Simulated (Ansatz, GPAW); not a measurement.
# Cutoff, mesh and smearing for a 10-layer slab of Pb(110)

Wanted: a convergence study on the slab a 10-layer slab of Pb(110).

Calculated with GPAW 26.7.0 and Ansatz 0.2.0; Ansatz plane waves; slab in vacuum with a dipole correction, relaxation, in the first sound run; inputs show where later runs differ.

### Step 1. The starting structure

The cell holds 10 atoms: 10 Pb. Its edges and angles: a = 4.950 Å, b = 3.500 Å, c = 31.751 Å, α = 90.0°, β = 90.0°, γ = 90.0°. Vacuum lies along c.

### Step 2. Relaxing the atoms

Forces are removed first; all later runs use this geometry. The lowest 5 atoms are held at bulk positions and keep their forces.

The input, input.yaml:

```yaml
crystal:
  lattice:
    - [4.95, 0.0, 0.0]
    - [0.0, 3.5001785669, 0.0]
    - [0.0, 0.0, 31.7508035509]
  atoms:
    - { symbol: Pb, position: [0.5, 0.5, 0.2519621271] }
    - { symbol: Pb, position: [0.0, 0.0, 0.3070816544] }
    - { symbol: Pb, position: [0.5, 0.5, 0.3622011817] }
    - { symbol: Pb, position: [0.0, 0.0, 0.417320709] }
    - { symbol: Pb, position: [0.5, 0.5, 0.4724402363] }
    - { symbol: Pb, position: [0.0, 0.0, 0.5275597637] }
    - { symbol: Pb, position: [0.5, 0.5, 0.582679291] }
    - { symbol: Pb, position: [0.0, 0.0, 0.6377988183] }
    - { symbol: Pb, position: [0.5, 0.5, 0.6929183456] }
    - { symbol: Pb, position: [0.0, 0.0, 0.7480378729] }
kpoints:
  mp_grid: { grid: [7, 9, 1] }
hamiltonian:
  xc: pbe
scf:
  occupations: { method: fermi_dirac, width: 0.1 }
efield:
  axis: 3
  dipole_correction: true
  ramp_width: 0.05
relax:
  f_tol: 0.02
  max_steps: 60
  constraints: [{ sites: [0, 1, 2, 3, 4] }]
output:
  write_potential: true
  write_density: true
  volumetric_format: npy
```

Command:

```console
$ ansatz run input.yaml --threads 4 --pin off --max-ram 8192MiB --backend cpu --events-out ev --progress --plain --runs-dir out
```

Numbers of over 12 decimals in the logs are rounded to 6 here.

Output:

```text
Engine: ansatz 0.2.0, aarch64-unknown-linux-gnu
Pseudopotentials: kind: paw
Pseudopotential: Pb, paw, valence charge 14, recommended cutoff 420 eV (normal), Pb.paw.azcp
Functional definition: PBE
  parameter kappa = 0.804
  parameter beta = 0.066725
  exchange = pbe_x(kappa = kappa, mu = beta*pi^2/3)
  correlation = pbe_c(beta = beta)
Crystal: 10 atoms, lattice volume = 550.111 Å³
Basis set: ecut = 420 eV, 10741 PW (Γ), exchange–correlation on 72×48×432 points (8 copies of the dense FFT grid, shifted against one another)
Bands: 84, of which v1, the nominal top of the filled ones, is band 70 counted from 1 (69 counted from 0)
Symmetry: 4 space group operations
k-points: 20 of 63
Non-local potential: Pb, projectors of the file, l = 0: 2, l = 1: 2, l = 2: 2, l = 3: 2
PAW form: soft (Blöchl's): semilocal exchange-correlation on the pseudo side does not see the compensation charge
PAW one-centre angular grid: Pb, 590 points (default); XC on 64 Gauss nodes
Initial density: superposition of atomic densities (neutral atoms: chi_scale 0, normalization atom), corrected by the library's trained network
Initial wavefunctions: pseudopotential atomic-orbital guess
Functional: x = pbe(κ = 0.804, μ = 0.219515), c = pbe(β = 0.066725)
SCF iter   1: F=—  HF=-119063.354587 eV  |F-HF|=—  |Δ(HF+E_count)|=         —  Δρ=8.05e-4  dr2=6.47e-2  ethr=1.77e-3  p=0.000 e·Å  D=5.32e-14 V/Å  ΔV_dip=-0.00 eV  dr2_dipole=6.13e-7  V_vac-E_F(+/−)=3.58/3.58 eV  ⟨swp⟩=7.7  Hψ=6755  notcnv=0  defer=5
efield: sawtooth ramp at fractional position 0.9750 (placed from the atoms, in the widest stretch of the axis that holds none; the zero of the levels goes with the place), width 0.0500; the density the first Hamiltonian is built on has a dipole p = 0.000 e·Å; the dipole correction subtracts the counter field D = 5.32e-14 V/Å, which shifts the + side's vacuum level by -0.00 eV against the − side's; the planar-averaged density in the ramp window peaks in size at 2.4e-5 e/Å³
preconditioner: auto → LDOS  [metal: Δε(μ)=0.045 eV  Ē_g=15.727 eV  σ=0.100 eV  W_gap=0.11  n_scr=80 (ndim 8)  ℏωp=18.7 eV  f_vac=0.408  D(μ)=5.18/eV (n_scr^D=18)  β→1.0]
SCF iter   2: F=—  HF=-119063.356125 eV  |F-HF|=—  |Δ(HF+E_count)|=   1.54e-3  Δρ=3.56e-4  dr2=1.58e-3  ethr=4.62e-5  p=0.000 e·Å  D=2.34e-6 V/Å  ΔV_dip=-0.00 eV  dr2_dipole=7.40e-7  V_vac-E_F(+/−)=3.64/3.64 eV  ⟨swp⟩=3.1  Hψ=3311  notcnv=0  defer=16
SCF iter   3: F=—  HF=-119063.356308 eV  |F-HF|=—  |Δ(HF+E_count)|=   1.83e-4  Δρ=2.41e-4  dr2=7.07e-4  ethr=1.13e-6  p=-0.000 e·Å  D=-4.26e-7 V/Å  ΔV_dip=0.00 eV  dr2_dipole=2.78e-10  V_vac-E_F(+/−)=3.65/3.65 eV  ⟨swp⟩=2.0  Hψ=3144  notcnv=0  defer=16
SCF iter   4: F=—  HF=-119063.356190 eV  |F-HF|=—  |Δ(HF+E_count)|=   1.18e-4  Δρ=6.99e-5  dr2=7.81e-5  ethr=5.05e-7  p=-0.000 e·Å  D=-7.73e-7 V/Å  ΔV_dip=0.00 eV  dr2_dipole=1.14e-8  V_vac-E_F(+/−)=3.65/3.65 eV  ⟨swp⟩=2.8  Hψ=3096  notcnv=0  defer=16
iter 5 did not close the SCF: its close was put off for the readings that it lacked (scf_convergence_deferred on its scf_iter line)
SCF iter   5: F=-119063.356174 eV  HF=-119063.356182 eV  |F-HF|=7.34e-6  |Δ(HF+E_count)|=   8.38e-6  Δρ=2.28e-5  dr2=8.81e-6  ethr=5.58e-8  p=-0.000 e·Å  D=-1.67e-7 V/Å  ΔV_dip=0.00 eV  dr2_dipole=3.39e-10  V_vac-E_F(+/−)=3.66/3.66 eV  ⟨swp⟩=2.1  Hψ=3085  notcnv=0  defer=16
SCF iter   6: F=-119063.356181 eV  HF=-119063.356181 eV  |F-HF|=6.22e-8  |Δ(HF+E_count)|=   1.00e-6  Δρ=3.64e-6  dr2=1.52e-7  ethr=6.29e-9  p=-0.000 e·Å  D=-6.50e-8 V/Å  ΔV_dip=0.00 eV  dr2_dipole=3.36e-11  V_vac-E_F(+/−)=3.66/3.66 eV  ⟨swp⟩=10.0  Hψ=15245  notcnv=0
SCF 1 converged in 6 iterations: F = -119063.356181 eV  dr2 = 1.52e-7
  greatest PAW one-centre occupation: 0.979 electrons in one spin orbital (limit 2), on the Pb atom at site 9 (counted from 0), in its partial waves of l = 2
relax step   1: F+E_penalty+E_count = -119063.35618061 eV  Δ(F+E_penalty+E_count) = +0.000e0 eV  max|allowed force component| = 3.167e-1 eV/Å  Δτ_max = 0.0000 Å  (6 SCF iters, dr2 threshold 1.00e-5 eV, accepted)
Initial density: handed on by an earlier stage of this run
Initial wavefunctions: those handed on with the density
iter 1 solved again at ethr=5.87e-5 eV; its pass at ethr=3.10e-3 eV (dr2=8.22e-2 eV) is discarded
SCF iter   1: F=—  HF=-119063.419778 eV  |F-HF|=—  |Δ(HF+E_count)|=         —  Δρ=1.22e-3  dr2=8.32e-2  ethr=5.87e-5  p=-0.000 e·Å  D=-8.92e-8 V/Å  ΔV_dip=0.00 eV  dr2_dipole=3.53e-2  V_vac-E_F(+/−)=3.67/3.67 eV  ⟨swp⟩=1.1  Hψ=6469  notcnv=0  defer=7
efield: sawtooth ramp at fractional position 0.9750 (handed on by an earlier solve), width 0.0500; the density the first Hamiltonian is built on has a dipole p = -0.000 e·Å; the dipole correction subtracts the counter field D = -8.92e-8 V/Å, which shifts the + side's vacuum level by +0.00 eV against the − side's; the planar-averaged density in the ramp window peaks in size at 1.0e-6 e/Å³
preconditioner: auto → LDOS  [metal: Δε(μ)=0.067 eV  Ē_g=15.718 eV  σ=0.100 eV  W_gap=0.17  n_scr=80 (ndim 8)  ℏωp=18.7 eV  f_vac=0.406  D(μ)=5.29/eV (n_scr^D=18)  β→1.0]
SCF iter   2: F=—  HF=-119063.416127 eV  |F-HF|=—  |Δ(HF+E_count)|=   3.65e-3  Δρ=4.77e-4  dr2=4.54e-3  ethr=5.87e-5  p=-0.003 e·Å  D=-1.07e-3 V/Å  ΔV_dip=0.03 eV  dr2_dipole=1.50e-3  V_vac-E_F(+/−)=3.70/3.67 eV  ⟨swp⟩=1.3  Hψ=1673  notcnv=0  defer=7
SCF iter   3: F=—  HF=-119063.416373 eV  |F-HF|=—  |Δ(HF+E_count)|=   2.46e-4  Δρ=3.59e-4  dr2=1.45e-3  ethr=3.25e-6  p=-0.002 e·Å  D=-6.55e-4 V/Å  ΔV_dip=0.02 eV  dr2_dipole=1.91e-4  V_vac-E_F(+/−)=3.69/3.67 eV  ⟨swp⟩=2.0  Hψ=3154  notcnv=0  defer=10
SCF iter   4: F=—  HF=-119063.416066 eV  |F-HF|=—  |Δ(HF+E_count)|=   3.07e-4  Δρ=7.92e-5  dr2=6.11e-5  ethr=1.03e-6  p=-0.002 e·Å  D=-5.69e-4 V/Å  ΔV_dip=0.02 eV  dr2_dipole=9.16e-6  V_vac-E_F(+/−)=3.68/3.67 eV  ⟨swp⟩=2.2  Hψ=2795  notcnv=0  defer=10
SCF iter   5: F=-119063.416055 eV  HF=-119063.416057 eV  |F-HF|=2.43e-6  |Δ(HF+E_count)|=   8.99e-6  Δρ=2.09e-5  dr2=3.46e-6  ethr=4.48e-9  p=-0.001 e·Å  D=-4.88e-4 V/Å  ΔV_dip=0.02 eV  dr2_dipole=2.04e-8  V_vac-E_F(+/−)=3.68/3.67 eV  ⟨swp⟩=12.2  Hψ=17058  notcnv=0
SCF 2 converged in 5 iterations: F = -119063.416055 eV  dr2 = 3.46e-6
  greatest PAW one-centre occupation: 0.979 electrons in one spin orbital (limit 2), on the Pb atom at site 0 (counted from 0), in its partial waves of l = 2
relax step   2: F+E_penalty+E_count = -119063.41605467 eV  Δ(F+E_penalty+E_count) = -5.987e-2 eV  max|allowed force component| = 1.213e-1 eV/Å  Δτ_max = 0.1946 Å  (5 SCF iters, dr2 threshold 6.27e-6 eV, accepted)
[...]
preconditioner: auto → LDOS  [metal: Δε(μ)=0.077 eV  Ē_g=15.713 eV  σ=0.100 eV  W_gap=0.19  n_scr=80 (ndim 8)  ℏωp=18.7 eV  f_vac=0.404  D(μ)=5.38/eV (n_scr^D=22)  β→1.0]
SCF iter   2: F=—  HF=-119063.427209 eV  |F-HF|=—  |Δ(HF+E_count)|=   1.28e-3  Δρ=3.58e-4  dr2=3.36e-3  ethr=2.55e-5  p=-0.004 e·Å  D=-1.28e-3 V/Å  ΔV_dip=0.04 eV  dr2_dipole=1.16e-3  V_vac-E_F(+/−)=3.71/3.67 eV  ⟨swp⟩=1.4  Hψ=1947  notcnv=0  defer=15
SCF iter   3: F=—  HF=-119063.427209 eV  |F-HF|=—  |Δ(HF+E_count)|=   1.87e-7  Δρ=2.87e-4  dr2=8.91e-4  ethr=2.40e-6  p=-0.003 e·Å  D=-8.46e-4 V/Å  ΔV_dip=0.03 eV  dr2_dipole=4.56e-5  V_vac-E_F(+/−)=3.70/3.67 eV  ⟨swp⟩=2.0  Hψ=3111  notcnv=0  defer=15
SCF iter   4: F=—  HF=-119063.427203 eV  |F-HF|=—  |Δ(HF+E_count)|=   5.90e-6  Δρ=2.41e-5  dr2=7.56e-6  ethr=6.36e-7  p=-0.003 e·Å  D=-8.70e-4 V/Å  ΔV_dip=0.03 eV  dr2_dipole=7.54e-7  V_vac-E_F(+/−)=3.70/3.67 eV  ⟨swp⟩=2.1  Hψ=3031  notcnv=0  defer=15
SCF iter   5: F=-119063.427205 eV  HF=-119063.427205 eV  |F-HF|=3.38e-7  |Δ(HF+E_count)|=   2.00e-6  Δρ=8.53e-6  dr2=7.77e-7  ethr=6.56e-10  p=-0.002 e·Å  D=-7.96e-4 V/Å  ΔV_dip=0.03 eV  dr2_dipole=1.71e-7  V_vac-E_F(+/−)=3.70/3.67 eV  ⟨swp⟩=11.9  Hψ=14789  notcnv=0
SCF 3 converged in 5 iterations: F = -119063.427205 eV  dr2 = 7.77e-7
  Residual-converged pass: ⟨swp⟩=1.1  Hψ=1763  notcnv=0  max |occ|·‖R‖ = 7.0e-9 eV (tolerance 1.0e-8 eV)  dr2=7.77e-7  dr2_onsite=2.78e-8  max |Δocc| = 6.4e-11
relax step   3: F+E_penalty+E_count = -119063.42720461 eV  Δ(F+E_penalty+E_count) = -1.115e-2 eV  max|allowed force component| = 1.760e-2 eV/Å  Δτ_max = 0.1361 Å  (5 SCF iters, dr2 threshold 9.19e-7 eV, accepted)
[...]
relax step   4: F+E_penalty+E_count = -119063.42720516 eV  Δ(F+E_penalty+E_count) = -5.505e-7 eV  max|allowed force component| = 1.766e-2 eV/Å  Δτ_max = 0.0000 Å  (3 SCF iters, accepted)
SCF iter   1: F=—  HF=-119063.427481 eV  |F-HF|=—  |Δ(HF+E_count)|=         —  Δρ=2.78e-4  dr2=1.37e-3  ethr=2.08e-5  p=-0.002 e·Å  D=-7.68e-4 V/Å  ΔV_dip=0.02 eV  dr2_dipole=4.65e-6  V_vac-E_F(+/−)=3.70/3.67 eV  ⟨swp⟩=4.2  Hψ=3901  notcnv=0  defer=17
efield: sawtooth ramp at fractional position 0.9750 (handed on by an earlier solve), width 0.0500; the density the first Hamiltonian is built on has a dipole p = -0.002 e·Å; the dipole correction subtracts the counter field D = -7.68e-4 V/Å, which shifts the + side's vacuum level by +0.02 eV against the − side's; the planar-averaged density in the ramp window peaks in size at 7.8e-7 e/Å³
preconditioner: auto → LDOS  [metal: Δε(μ)=0.069 eV  Ē_g=15.710 eV  σ=0.100 eV  W_gap=0.17  n_scr=80 (ndim 8)  ℏωp=18.7 eV  f_vac=0.404  D(μ)=5.39/eV (n_scr^D=22)  β→1.0]
SCF iter   2: F=—  HF=-119063.427447 eV  |F-HF|=—  |Δ(HF+E_count)|=   3.35e-5  Δρ=1.05e-4  dr2=6.65e-4  ethr=9.75e-7  p=-0.002 e·Å  D=-7.72e-4 V/Å  ΔV_dip=0.02 eV  dr2_dipole=4.51e-4  V_vac-E_F(+/−)=3.70/3.67 eV  ⟨swp⟩=2.4  Hψ=2904  notcnv=0  defer=17
SCF iter   3: F=—  HF=-119063.427428 eV  |F-HF|=—  |Δ(HF+E_count)|=   1.91e-5  Δρ=3.61e-5  dr2=3.02e-5  ethr=4.75e-7  p=-0.002 e·Å  D=-7.33e-4 V/Å  ΔV_dip=0.02 eV  dr2_dipole=2.05e-5  V_vac-E_F(+/−)=3.70/3.67 eV  ⟨swp⟩=2.0  Hψ=2449  notcnv=0  defer=17
SCF iter   4: F=—  HF=-119063.427638 eV  |F-HF|=—  |Δ(HF+E_count)|=   2.09e-4  Δρ=2.76e-5  dr2=7.94e-6  ethr=2.16e-8  p=-0.002 e·Å  D=-7.09e-4 V/Å  ΔV_dip=0.02 eV  dr2_dipole=2.47e-7  V_vac-E_F(+/−)=3.69/3.67 eV  ⟨swp⟩=2.0  Hψ=3062  notcnv=0  defer=17
SCF iter   5: F=-119063.427636 eV  HF=-119063.427636 eV  |F-HF|=9.31e-9  |Δ(HF+E_count)|=   1.59e-6  Δρ=2.32e-6  dr2=5.60e-8  ethr=7.14e-11  p=-0.002 e·Å  D=-6.94e-4 V/Å  ΔV_dip=0.02 eV  dr2_dipole=2.35e-9  V_vac-E_F(+/−)=3.69/3.67 eV  ⟨swp⟩=10.1  Hψ=14815  notcnv=0
SCF 5 converged in 5 iterations: F = -119063.427636 eV  dr2 = 5.60e-8
relax step   5: F+E_penalty+E_count = -119063.42763619 eV  Δ(F+E_penalty+E_count) = -4.310e-4 eV  max|allowed force component| = 4.984e-3 eV/Å  Δτ_max = 0.0356 Å  (5 SCF iters, accepted)
NSCF: frozen V_eff on 20 k-points
the band table was solved once a step of the walk had ended and its energy, with any forces and stress, was formed, with the checks that follow a solve (8034 applications of the Hamiltonian). They found nothing against the state; the energy, forces and stress were not computed again (output.eigenvalues in the input reference)
WARN: The output density's exchange-correlation potential varies sharply where the density is thin. Do not read a vacuum level from v_tot or v_xc, or from such a field of the output density. On a cell that repeats whose density bears no net charge and no dipole along the vacuum's axis use v_es (v_loc + v_h of the components); under efield.dipole_correction with no amplitude use v_es + v_field, which holds any externa [...]
SCF converged after 5 iterations
Free energy (F): -119063.427636 eV
Harris-Foulkes:  -119063.427636 eV  (|F-HF|=9.31e-9)
Internal energy: -119063.246058 eV  (E = F + TS)
E sigma→0 (E₀):  -119063.336847 eV
Entropy (-TS):   -0.181578 eV (-18.158 meV/atom)
Fermi energy:    4.396906 eV
Dipole field:    D = -0.000655 V/Å  (p = -0.001991 e·Å, saw-weighted, corrected)
Work function:   Φ+ = 3.6931 eV   Φ− = 3.6723 eV
Levels:          The Fermi level and band energies are counted from a zero that moves with the ramp; work functions are not
--- Per-component energies (eV) ---
  E_band       = -1282.497884
  E_kinetic    = 2885.299326
  E_local      = -114508.758010  (includes V_loc(G=0)·N_el)
  E_nonlocal   = 3495.324950
  E_hartree    = 55757.074168
  E_xc         = -2205.103512
  E_vxc        = -1321.231045  (∫ρ·V_xc dr)
  E_paw        = -104055.509726  (= ΣΔE_a)
  E_vpaw       = -3347.297377  (= ΣTr[D̂ρ^β])
  E_aug_tail   = 0.000486  (compensation charges beyond the density's cutoff)
  E_efield     = 0.000001  (sawtooth field / dipole correction)
  E_vefield    = 0.010590  (∫n·V_field dr)
  E_ewald      = 39568.426259
  E_smearing   = -0.181578  (= −TS)
  E_closure    = 0.000000  (closes the sum)
  Σ components = -119063.427636   (vs F -119063.427636, Δ=0.00e0)
--- Forces (eV/Å), atoms counted from 1 ---
  atom   1  Pb     0.00000000     0.00000000     0.26223887
  atom   2  Pb     0.00000000     0.00000000    -0.30505248
  atom   3  Pb     0.00000000     0.00000000    -0.10151705
  atom   4  Pb     0.00000000     0.00000000    -0.05106171
  atom   5  Pb     0.00000000     0.00000000     0.19169071
  atom   6  Pb     0.00000000     0.00000000     0.00158506
  atom   7  Pb     0.00000000     0.00000000     0.00112964
  atom   8  Pb     0.00000000     0.00000000     0.00498439
  atom   9  Pb     0.00000000     0.00000000    -0.00133418
  atom  10  Pb     0.00000000     0.00000000    -0.00267291
  max |Σ_I F_I| component: 9.66e-6 eV/Å
--- Band table (eV; the first three rows and the last of 20) ---
  k-point 0: bands = [... 66 lower, 3.4971, 3.5708, 4.2669, 4.6807, 4.8202, 5.5566, 5.5942, 6.1839, ... 10 higher]
  k-point 1: bands = [... 66 lower, 3.5515, 3.6486, 4.4184, 4.7463, 4.9093, 5.4597, 5.6824, 5.7081, ... 10 higher]
  k-point 2: bands = [... 66 lower, 3.4910, 3.6765, 3.8371, 4.2083, 4.7338, 4.7878, 4.8533, 5.3703, ... 10 higher]
  k-point 19: bands = [... 66 lower, 2.1402, 2.2615, 2.6970, 2.8252, 3.3655, 3.5882, 4.1686, 4.2118, ... 10 higher]
--- Relaxed structure (5 steps of the walk, 5 accepted, 0 SCFs on fresh bases) ---
  F+E_penalty+E_count = -119063.42763619 eV   max|allowed force component| = 4.984e-3 eV/Å
  atoms:
    - { symbol: Pb, position: [0.5, 0.5, 0.251962] }
    - { symbol: Pb, position: [0.0, 0.0, 0.307082] }
    - { symbol: Pb, position: [0.5, 0.5, 0.362201] }
    - { symbol: Pb, position: [0.0, 0.0, 0.417321] }
    - { symbol: Pb, position: [0.5, 0.5, 0.472440] }
    - { symbol: Pb, position: [0.0, 0.0, 0.531378] }
    - { symbol: Pb, position: [0.5, 0.5, 0.591085] }
    - { symbol: Pb, position: [0.0, 0.0, 0.645970] }
    - { symbol: Pb, position: [0.5, 0.5, 0.704276] }
    - { symbol: Pb, position: [0.0, 0.0, 0.752660] }
```

Run time: 3.4 min. Hardware: 4 threads of Arm Neoverse N1, shared host; peak memory 1.5 GiB; 13 min of CPU time.

Step by step:

```csv
step,energy less that of the first step (eV),largest force component (eV/Å)
1,0.0000,0.3167
2,-0.0599,0.1213
3,-0.0710,0.0176
4,-0.0710,0.0177
5,-0.0715,0.0050
```

The run keeps the 4 symmetry operations that it works with, so distortions that break them were not tested.

The atoms that moved most (Å):

```csv
atom,dx,dy,dz,length
Pb9,0.000,0.000,0.361,0.361
Pb7,0.000,0.000,0.267,0.267
Pb8,0.000,0.000,0.259,0.259
Pb10,0.000,0.000,0.147,0.147
Pb6,0.000,0.000,0.121,0.121
```

The relaxed structure:

```
Pb
1.0
     4.95000    0.00000    0.00000
     0.00000    3.50018    0.00000
     0.00000    0.00000   31.75080
Pb
10
Direct
  0.50000 0.50000 0.25196
  0.00000 0.00000 0.30708
  0.50000 0.50000 0.36220
  0.00000 0.00000 0.41732
  0.50000 0.50000 0.47244
  0.00000 0.00000 0.53138
  0.50000 0.50000 0.59109
  0.00000 0.00000 0.64597
  0.50000 0.50000 0.70428
  0.00000 0.00000 0.75266
```

This step gave:

| Item | Value |
| --- | --- |
| free energy | -119063.4276 eV |
| smearing term TS | 0.1816 eV |
| symmetry operations | 4 |
| upper work function | 3.693 eV |
| lower work function | 3.672 eV |
| dipole along the normal | -0.001991 e·Å |
| dipole field | -6.55e-4 V/Å |
| vacuum level above | 8.090 eV |
| vacuum level below | 8.069 eV |

The electrostatic potential energy of an electron (with the applied field's), less the Fermi level, planar mean oscillates, so the rows of the table below give means over windows of 1.76 Å about each position, cut where the curve ends. Its maxima inside the range that stand out by 2 % of the span (Å: eV): 8.8: -3.99, 10.6: -4.02, 12.3: -4.03, 14.1: -4.04, 15.9: -2.78, 17.8: -2.49, 19.7: -4.13, 21.5: -2.89. Its minima: 8.1: -6.14, 9.7: -6.29, 11.5: -6.41, 13.2: -6.44, 14.8: -6.32, 16.9: -6.20, 18.8: -6.33, 20.4: -6.33, 22.6: -6.68.

Electrostatic potential energy of an electron (with the applied field's), less the Fermi level, planar mean against z; means over each step:

z (Å), electrostatic potential energy of an electron (with the applied field's), less the Fermi level, planar mean (eV) and a bar from the least value:
```
     0.88       3.67 ##############################
     2.64       3.67 ##############################
     4.40       3.66 ##############################
     6.16       3.00 ############################
     7.92      -4.55 ####
     9.68      -5.44 #
    11.44      -5.53 #
    13.20      -5.55 #
    14.96      -5.34 #
    16.72      -5.02 ##
    18.48      -5.03 ##
    20.24      -5.46 #
    22.00      -5.27 ##
    23.76      -5.78 
    25.52       2.50 ##########################
    27.28       3.68 ##############################
    29.04       3.69 ##############################
    30.80       3.69 ##############################
```

The valence density, planar mean oscillates, so the rows of the table below give means over windows of 1.76 Å about each position, cut where the curve ends. Its maxima inside the range that stand out by 2 % of the span (Å: e/Å³): 7.9: 0.669, 9.7: 0.690, 11.5: 0.691, 13.2: 0.692, 15.0: 0.689, 16.9: 0.683, 18.8: 0.685, 20.6: 0.681, 22.3: 0.700, 23.8: 0.680. Its minima: 8.8: 0.258, 10.6: 0.257, 12.3: 0.258, 14.1: 0.256, 15.9: 0.221, 17.8: 0.211, 19.7: 0.263, 21.5: 0.224, 23.1: 0.347.

The valence density, planar mean by z; means over each step:

```csv
z (Å),"valence density, planar mean (e/Å³)"
2.64,6.0e-6
4.40,3.2e-4
6.16,0.0224
7.92,0.425
9.68,0.461
11.44,0.460
13.20,0.461
14.96,0.454
16.72,0.443
18.48,0.441
20.24,0.459
22.00,0.452
23.76,0.472
25.52,0.0409
27.28,5.1e-4
29.04,8.5e-6
```

The relaxation lowered the energy of the cell by 0.0715 eV.

(Continued in part 2 of 3.)

[Logs are printed without paths, hosts, clocks, repeated set-up lines and the standing remarks that a program may print on its own settings, such as how far it seeks lower states.]

[Hosts, paths, dates, database ids (printed as entryN), source tags and the programs' standing remarks are cut or masked in the printed files.]
